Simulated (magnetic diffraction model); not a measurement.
## Which magnetic order? TmAlNiSn3

Space group Cmmm (no. 65), a = 4.2930 Å, b = 27.5560 Å, c = 4.5090 Å.

| site | atom | x | y | z |
| --- | --- | --- | --- | --- |
| 4j | Tm | 0 | 0.8048 | 1/2 |
| 4i | Sn | 0 | 0.8901 | 0 |
| 4i | Sn | 0 | 0.7116 | 0 |
| 4j | Sn | 0 | 0.6084 | 1/2 |
| 4i | Ni | 0 | 0.5505 | 0 |
| 2c | Al | 1/2 | 0 | 1/2 |
| 2a | Al | 0 | 0 | 0 |

This is a made-up structure (elements placed in a structure type, unrelaxed), so the numbers test the method and describe no known phase.

Only Tm is taken to order (form factors of Tm3+); orders and moment sizes are assumed, and not adapted to the symmetry. Radiation: neutrons of λ = 2.41 Å, 5° to 65°; isotropic B of 0.46 Å² (Tm), 0.48 Å² (Sn), 0.81 Å² (Ni) and 0.67 Å² (Al). The intensities are simulated: I ∝ L Σ (|F_N|² + |F_M⊥|²) for unpolarised neutrons, with F_M = 2.695 fm/μB × Σ f(s) S exp(2πi Q·r) exp(−B s²) at Q = H ± k (one set where k and −k are equivalent), only the part normal to Q counting and L = 1/(sin²θ cos θ). For collinear order S is the moment m, which repeats by lattice and centring translations R with the sign exp(−2πi k·R). Form factors are spin-only for 3d ions and dipole or tabulated for f ions, scattering lengths are Sears's of 1992, and absorption is left out. A label names one of the reflections at its angle. The strongest nuclear line in the range is 100, and lines under 0.2 are left out.

Above the ordering temperature:

| 2θ (°) | index | I |
| --- | --- | --- |
| 10.04 | (0 2 0) | 14.0 |
| 30.42 | (0 6 0) | 2.8 |
| 31.00 | (0 0 1) | 13.0 |
| 32.66 | (0 2 1) | 17.4 |
| 33.01 | (1 1 0) | 20.6 |
| 36.10 | (1 3 0) | 14.3 |
| 37.25 | (0 4 1) | 5.5 |
| 40.95 | (0 8 0) | 2.2 |
| 41.69 | (1 5 0) | 0.3 |
| 43.99 | (0 6 1) | 7.9 |
| 48.30 | (1 3 1) | 0.9 |
| 49.08 | (1 7 0) | 8.2 |
| 51.86 | (0 10 0) | 13.1 |
| 52.24 | (0 8 1) | 1.6 |
| 52.84 | (1 5 1) | 100.0 |
| 57.82 | (1 9 0) | 2.4 |
| 59.19 | (1 7 1) | 86.3 |
| 61.66 | (0 10 1) | 13.7 |
| 63.30 | (0 12 0) | 15.1 |
| 64.62 | (0 0 2) | 62.4 |

Below it (cell unchanged):

```
2θ (°)      I
 10.04   14.0
 15.36  106.5
 18.38   88.4
 25.43    2.8
 30.42    2.8
 31.00   13.0
 32.66   17.4
 33.01   20.6
 34.25    9.4
 36.10   14.3
 36.59    1.6
 37.25    5.5
 39.44   14.1
 40.95    2.2
 41.69    0.3
 43.98   21.1
 43.99    7.9
 44.67   21.2
 47.27   10.6
 48.30    0.9
 48.45   12.0
 49.08    8.2
 51.73    9.2
 51.86   13.1
 51.87    0.6
 52.24    1.6
 52.84  100.0
 54.42   14.3
 57.25    3.2
 57.82    2.4
 58.85    2.0
 59.19   86.3
 60.88   12.7
 61.66   13.7
 63.30   15.1
 64.29    9.5
```
(The table stops after 36 lines; 2 more lie at higher angle.)

**Question.** Find the propagation vector, then choose among these models:
A. collinear moments along [100], 5.1 μB on Tm; signs + at (0, 0.8048, 1/2), + at (1/2, 0.6952, 1/2)
B. collinear moments along [100], 5.1 μB on Tm; signs + at (0, 0.8048, 1/2), − at (1/2, 0.6952, 1/2)
C. collinear moments along [010], 5.1 μB on Tm; signs + at (0, 0.8048, 1/2), + at (1/2, 0.6952, 1/2)
D. collinear moments along [010], 5.1 μB on Tm; signs + at (0, 0.8048, 1/2), − at (1/2, 0.6952, 1/2)

The new lines index as (0 0 1/2) at 15.36°, (0 2 1/2) at 18.38°, (0 4 1/2) at 25.43° and (0 6 1/2) at 34.25°, that is as H ± k with k = (0 0 3/2). Half indices mean that the moments reverse under translations with k·R a half-integer, and the magnetic cell has twice the primitive volume.

Magnetic intensity, observed (below minus above) and for each model:

| 2θ (°) | index | observed | A | B | C | D |
| --- | --- | --- | --- | --- | --- | --- |
| 15.36 | (0 0 1/2) | 106.5 | 106.5 | <0.2 | 106.5 | <0.2 |
| 18.38 | (0 2 1/2) | 88.4 | 88.4 | 59.9 | 61.9 | 41.9 |
| 25.43 | (0 4 1/2) | 2.8 | 2.8 | 73.7 | 1.0 | 27.2 |
| 34.25 | (0 6 1/2) | 9.4 | 9.4 | 32.1 | 1.9 | 6.6 |
| 36.59 | (1 1 1/2) | 1.6 | 1.6 | 12.8 | 8.1 | 62.8 |
| 39.44 | (1 3 1/2) | 14.1 | 14.1 | 5.0 | 38.7 | 13.8 |
| 44.67 | (1 5 1/2) | 21.2 | 21.2 | 0.5 | 31.1 | 0.7 |
| 58.85 | (1 1 3/2) | 2.0 | 2.0 | 15.9 | 3.0 | 23.5 |

Model A matches.

The structure used: k = (0 0 3/2), collinear moments along [100], 5.1 μB on Tm; signs + at (0, 0.8048, 1/2), + at (1/2, 0.6952, 1/2).

[Logs are printed without paths, hosts, clocks, repeated set-up lines and the standing remarks that a program may print on its own settings, such as how far it seeks lower states.]
